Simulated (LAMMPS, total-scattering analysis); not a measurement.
# fcc solid solution (Ni0.38,Cu0.62): cell edge against temperature

Simulated by classical molecular dynamics (LAMMPS) with the EAM Cu-Ni potential (Onat and Durukanoglu, J. Phys.: Condens. Matter 26, 035404 (2014)); 500 atoms, zero pressure, classical nuclei. An empirical potential describes the real material only near what it was fitted to; melting points and liquid densities can be off by several percent.

| T (K) | cell edge (Å) |
| --- | --- |
| 100 | 3.5996 |
| 300 | ? |
| 880 | 3.6473 |
| 1090 | 3.6622 |
| 1250 | 3.6749 |

**Task.** Fit a straight line to the known rows, say what its slope means, and predict the withheld row.

The means are x̄ = 830 and ȳ = 3.64600. Σ(x − x̄)(y − ȳ) = 50.287 and Σ(x − x̄)² = 7.794e+05, so the slope is 6.452e-05 and the intercept 3.59245. The residuals are +0.0007, -0.0019, -0.0006, +0.0018.

The slope over the edge is the mean linear expansion, 6.45e-05/3.5996 = 17.9×10⁻⁶ K⁻¹; classical dynamics keeps it finite down to 0 K, where a real crystal's goes to zero.

At 300 K the line gives 3.6118; the run gave 3.6107, a miss of +0.0011, 1 % of the range covered. With all rows in view, the slope between neighbours runs 5.55e-05, 6.31e-05, 7.1e-05, 7.94e-05: it grows steadily, so the relation is curved and a line is only a first account.
